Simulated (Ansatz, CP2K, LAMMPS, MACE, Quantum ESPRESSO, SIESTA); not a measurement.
**Structure and levels of amorphous 68SiO2-32P2O5 (mol %) (120 atoms) across programs**

Aim: relax amorphous 68SiO2-32P2O5 (mol %) (120 atoms), then compare forces, pressure and levels from several programs at that geometry.

These are calculated values.

**1. The cell**

The cell holds 120 atoms (19 Si, 18 P and 83 O), with edges of 12.04, 12.04 and 12.04 Å. Recipe: 120 atoms (19 Si, 18 P, 83 O) placed at random at 2.3 g/cm³, melted at 5000 K for 10 ps at fixed volume with the Morse and Coulomb pair potential with partial charges (Pedone, Malavasi, Menziani, Cormack and Segre, J. Phys. Chem. B 110, 11780 (2006)). Quenched from 5000 K to 300 K at 50 K/ps and fixed volume, held 5 ps, then minimised at fixed cell. Then the atoms were relaxed with MACE MP-0b3 medium in the fixed cell. Then the atoms were relaxed with CP2K double zeta, PBE.

**2. The relaxation**

CP2K double zeta (DZVP-MOLOPT-SR, GTH-PBE potentials, 480 Ry; k-points Γ) took 27 geometry steps and reached its thresholds. It started from the geometry that MACE MP-0b3 medium had relaxed.

It took 13 min on 4 MPI ranks of Arm Neoverse V2, shared host; peak memory 2.9 GiB; 53 min of CPU time.

|  | before | after |
| --- | --- | --- |
| energy (meV/atom) | 0 | -5.2 |
| Si-O bonds under 2.16 Å | 79 at 1.663 Å | 79 at 1.668 Å |
| O-P bonds under 2.02 Å | 72 at 1.562 Å | 72 at 1.570 Å |

Atoms moved by 0.04 Å r.m.s. and 0.10 Å at most, with the common shift taken off.

**3. Structure of the relaxed cell**

Density 2.30 g/cm³, 14.55 Å³ an atom.

g(r), total and by pair (bins of 0.2 Å):

| r (Å) | total | O-O | O-Si | O-P | Si-Si | Si-P | P-P |
| --- | --- | --- | --- | --- | --- | --- | --- |
| 1.40 | 0.67 | 0.00 | 0.00 | 3.21 | 0.00 | 0.00 | 0.00 |
| 1.60 | 4.18 | 0.00 | 9.47 | 10.16 | 0.00 | 0.00 | 0.00 |
| 1.80 | 0.72 | 0.00 | 3.02 | 0.30 | 0.00 | 0.00 | 0.00 |
| 2.00 | 0.02 | 0.00 | 0.11 | 0.00 | 0.00 | 0.00 | 0.00 |
| 2.20 | 0.02 | 0.00 | 0.00 | 0.09 | 0.00 | 0.00 | 0.00 |
| 2.40 | 0.51 | 1.07 | 0.00 | 0.00 | 0.00 | 0.00 | 0.00 |
| 2.60 | 2.35 | 4.88 | 0.07 | 0.00 | 0.00 | 0.00 | 0.00 |
| 2.80 | 0.55 | 1.11 | 0.11 | 0.00 | 0.00 | 0.00 | 0.00 |
| 3.00 | 0.58 | 0.61 | 0.05 | 0.11 | 0.45 | 4.01 | 2.29 |
| 3.20 | 0.90 | 0.65 | 0.43 | 0.45 | 5.69 | 4.75 | 1.31 |
| 3.40 | 0.70 | 0.71 | 0.72 | 0.88 | 0.69 | 0.00 | 0.00 |
| 3.60 | 0.65 | 0.52 | 0.95 | 0.93 | 0.00 | 0.00 | 0.00 |
| 3.80 | 1.08 | 0.60 | 1.76 | 1.94 | 0.00 | 0.15 | 0.00 |
| 4.00 | 1.34 | 0.67 | 2.45 | 2.08 | 0.24 | 0.62 | 0.81 |
| 4.20 | 1.27 | 0.83 | 1.85 | 1.79 | 0.43 | 1.02 | 1.43 |
| 4.40 | 0.81 | 0.83 | 0.75 | 0.84 | 1.18 | 0.42 | 1.31 |
| 4.60 | 0.90 | 1.22 | 0.42 | 0.51 | 1.07 | 1.25 | 1.42 |
| 4.80 | 1.14 | 1.56 | 0.69 | 0.71 | 0.49 | 1.15 | 1.31 |
| 5.00 | 1.24 | 1.61 | 0.80 | 0.77 | 1.08 | 1.71 | 1.02 |
| 5.20 | 1.17 | 1.29 | 0.85 | 0.86 | 2.00 | 2.19 | 1.57 |
| 5.40 | 0.97 | 0.87 | 0.86 | 0.99 | 1.59 | 1.53 | 2.38 |
| 5.60 | 0.94 | 0.82 | 1.15 | 1.11 | 0.98 | 0.52 | 0.56 |
| 5.80 | 0.94 | 0.86 | 1.06 | 1.05 | 1.15 | 0.84 | 0.26 |

Bonds by pair of elements; cutoffs follow the first minimum of g(r), held within bounds set by covalent radii, and pairs that aren't listed don't count as bonded:

| pair A-B | cutoff (Å) | bonds | mean length (Å) | spread (Å) | shortest (Å) | B about A | A about B |
| --- | --- | --- | --- | --- | --- | --- | --- |
| O-Si | 2.16 | 79 | 1.67 | 0.073 | 1.55 | 0.952 | 4.16 |
| O-P | 2.02 | 72 | 1.57 | 0.067 | 1.45 | 0.867 | 4 |

How many atoms have how many bonded neighbours:

| element | mean | 1 | 2 | 4 | 5 |
| --- | --- | --- | --- | --- | --- |
| O | 1.82 | 15 | 68 | 0 | 0 |
| P | 4 | 0 | 0 | 18 | 0 |
| Si | 4.16 | 0 | 0 | 16 | 3 |

Bond angles, per cent of each kind in bins of 5°:

| angle (°) | O-Si-O | O-P-O | P-O-Si | Si-O-Si |
| --- | --- | --- | --- | --- |
| 80–85 | 0.8 | 0.0 | 0.0 | 0.0 |
| 85–90 | 5.6 | 0.0 | 0.0 | 0.0 |
| 90–95 | 5.6 | 2.8 | 0.0 | 0.0 |
| 95–100 | 5.6 | 5.6 | 0.0 | 0.0 |
| 100–105 | 16.7 | 15.7 | 0.0 | 0.0 |
| 105–110 | 23.8 | 31.5 | 0.0 | 0.0 |
| 110–115 | 25.4 | 27.8 | 0.0 | 0.0 |
| 115–120 | 10.3 | 9.3 | 0.0 | 0.0 |
| 120–125 | 1.6 | 6.5 | 2.4 | 5.6 |
| 125–130 | 0.8 | 0.9 | 7.1 | 0.0 |
| 130–135 | 0.0 | 0.0 | 9.5 | 0.0 |
| 135–140 | 0.0 | 0.0 | 9.5 | 0.0 |
| 140–145 | 0.0 | 0.0 | 21.4 | 5.6 |
| 145–150 | 0.8 | 0.0 | 4.8 | 27.8 |
| 150–155 | 0.0 | 0.0 | 7.1 | 11.1 |
| 155–160 | 0.0 | 0.0 | 14.3 | 16.7 |
| 160–165 | 0.8 | 0.0 | 4.8 | 22.2 |
| 165–170 | 0.8 | 0.0 | 7.1 | 0.0 |
| 170–175 | 0.8 | 0.0 | 9.5 | 11.1 |
| 175–180 | 0.8 | 0.0 | 2.4 | 0.0 |

Bond angles (no mean is given where the spread exceeds 20°):

| angle | count | mean (°) | spread (°) |
| --- | --- | --- | --- |
| O-Si-O | 126 | 109 | 14.4 |
| O-P-O | 108 | 109 | 6.8 |
| P-O-Si | 42 | 149 | 14.5 |
| Si-O-Si | 18 | 155 | 10.9 |
| P-O-P | 8 | 144 | 7.2 |

Oxygen atoms by the number of network formers (Si, P, Ge, B, Al, As, Ga) bound to them:

| network formers bound to O | O atoms | per cent |
| --- | --- | --- |
| 0 | 0 | 0 |
| 1 | 15 | 18.1 |
| 2 | 68 | 81.9 |

Network units: each former by its oxygen neighbours and how many of them bridge to another former:

| former | O neighbours | bridging O | atoms |
| --- | --- | --- | --- |
| Si | 4 | 3 | 1 |
| Si | 4 | 4 | 15 |
| Si | 5 | 5 | 3 |
| P | 4 | 2 | 3 |
| P | 4 | 3 | 8 |
| P | 4 | 4 | 7 |

Bond length by coordination (bonds to H left out):

| element | coordination | atoms | mean bond length (Å) |
| --- | --- | --- | --- |
| O | 1 | 15 | 1.48 |
| O | 2 | 68 | 1.64 |
| Si | 4 | 16 | 1.65 |
| Si | 5 | 3 | 1.76 |

Rings of the network by King's shortest-path rule, up to 12 atoms, one path for each pair of neighbours; H, halogens, alkali and alkaline-earth atoms are left out, and the last column divides by all other atoms, bonded or not:

| ring size (atoms) | rings | per network atom |
| --- | --- | --- |
| 8 | 5 | 0.042 |
| 10 | 10 | 0.083 |
| 12 | 15 | 0.125 |

For some of the pairs, g(r) has its first main peak near 2.6 Å (O-O), 1.6 Å (O-Si), 1.6 Å (O-P), 3.2 Å (Si-Si), 3.2 Å (Si-P) and 3.1 Å (P-P). Counting bonds as in the table, 82 % of O atoms have 2, all P atoms have 4 and 84 % of Si atoms have 4 bonded neighbours. The O-Si-O angle averages 109° with a spread of 14°. 82 % of the oxygens bridge two formers (Si and P) and 18 % are non-bridging. The commonest Si unit has 4 oxygens, 4 of them shared with other formers (15 of 19 atoms). Rings of 12 atoms are the most common (50 % of those counted); sizes run from 8 to 12, where the search stops.

**4. The plane-wave reference**

Quantum ESPRESSO 7.5: Kohn-Sham DFT, PBE, SSSP efficiency 1.3.0 pseudopotentials, plane waves. Its input for the relaxed cell:

```
&control
  calculation = 'scf'
  pseudo_dir = './pseudo'
  outdir = './tmp'
  disk_io = 'none'
  tprnfor = .true.
  tstress = .true.
/
&system
  ibrav = 0
  nat = 120
  ntyp = 3
  ecutwfc = 60
  ecutrho = 480
  nosym = .true.
  occupations = 'smearing'
  smearing = 'fd'
  degauss = 0.003675
/
&electrons
  conv_thr = 6.0e-07
  electron_maxstep = 100
  mixing_beta = 0.4
  mixing_mode = 'plain'
  diagonalization = 'david'
/
ATOMIC_SPECIES
Si 28.085 Si.upf
P 30.974 P.upf
O 15.999 O.upf
CELL_PARAMETERS angstrom
12.04040 0.00000 0.00000
0.00000 12.04040 0.00000
0.00000 0.00000 12.04040
ATOMIC_POSITIONS crystal
Si 0.03086 0.17291 0.87649
Si 0.22277 0.75824 0.56225
Si 0.82733 0.25930 0.16976
[... 115 atom lines left out ...]
O 0.08770 0.57514 0.15042
O 0.41902 0.32427 0.47528
K_POINTS gamma
```

It took 5.3 min on 4 MPI ranks of Arm Neoverse V2, shared host; peak memory 6.6 GiB.

**5. All levels at this geometry**

CPU times are from a shared host and are rough.

| level | basis or training data | k-points | own r.m.s. force (meV/Å) | difference from the reference (meV/Å) | pressure (GPa) | Kohn-Sham gap (eV) | CPU time | memory (GiB) |
| --- | --- | --- | --- | --- | --- | --- | --- | --- |
| QE, PBE | plane waves, SSSP efficiency, 60/480 Ry | Γ | 199 | - | -3.85 | 2.44 | 21 min | 6.6 |
| CP2K triple zeta, PBE | TZV2P-UZH, GTH-PBE potentials, 600 Ry | Γ | 197 | 131 | -5.30 | 2.38 | 18 min | 7.6 |
| SIESTA DZP, PBE | DZP orbitals, shift 0.01 Ry, mesh 400 Ry | Γ | 248 | 263 | -1.63 | 1.99 | 4.9 min | 2.3 |
| MACE MP-0b3 medium | trained on PBE(+U) plane-wave data | - | 244 | 140 | -4.16 | - | 7.9 s | 1.2 |

The gap is the spacing of the highest filled and lowest empty Kohn-Sham level on the mesh; a dash marks partly filled levels, a spacing under 0.15 eV or a method without such levels.

**6. Findings**

Relaxation in the fixed cell lowers the energy by 5 meV/atom at its own level and moves atoms by up to 0.10 Å. The reference finds an r.m.s. force of 199 meV/Å there and a pressure of -3.85 GPa, at a geometry that CP2K double zeta made. Forces differ from the reference's by 131 meV/Å (CP2K triple zeta, PBE), 140 meV/Å (MACE MP-0b3 medium) and 263 meV/Å (SIESTA DZP, PBE).

CP2K double zeta is at its own minimum here, so the reference's force is itself a measure of how the two differ. Pressures lie -0.3 GPa (MACE MP-0b3 medium), -1.4 GPa (CP2K triple zeta, PBE) and +2.2 GPa (SIESTA DZP, PBE) from the reference's. The highest filled and lowest empty levels lie 2.44 eV apart in the reference, against 2.38 eV in CP2K triple zeta, PBE and 1.99 eV in SIESTA DZP, PBE. Counting bonds as in the table, 82 % of O atoms have 2, all P atoms have 4 and 84 % of Si atoms have 4 bonded neighbours. 82 % of the oxygens bridge two formers (Si and P) and 18 % are non-bridging.

Caveats: The density was set by the recipe and held. One sample of a disordered cell; defect or tail levels can set the gap. Gaps are read on the mesh, which holds the band edges only if they fold onto it, and semilocal functionals tend to put them under measured ones. The quench rate of 50 K/ps is many orders above laboratory rates, so the cell is likely richer in defects and strain than a real sample. The reference samples only Γ, in a cell whose shortest periodic width is 12 Å. The plane-wave runs aren't exact: their cutoffs and mesh weren't converged further here. SIESTA's automatically made basis is far from complete, and its potentials were converted by us (checked for H, C, O, Si, Ge and Ca alone). Where levels are smeared, the DFT runs use Fermi–Dirac occupations at 580 K (0.05 eV), and energies are free energies.

[Logs are printed without paths, hosts, clocks, repeated set-up lines and the standing remarks that a program may print on its own settings, such as how far it seeks lower states.]

[Hosts, paths, dates, database ids (printed as entryN), source tags and the programs' standing remarks are cut or masked in the printed files.]
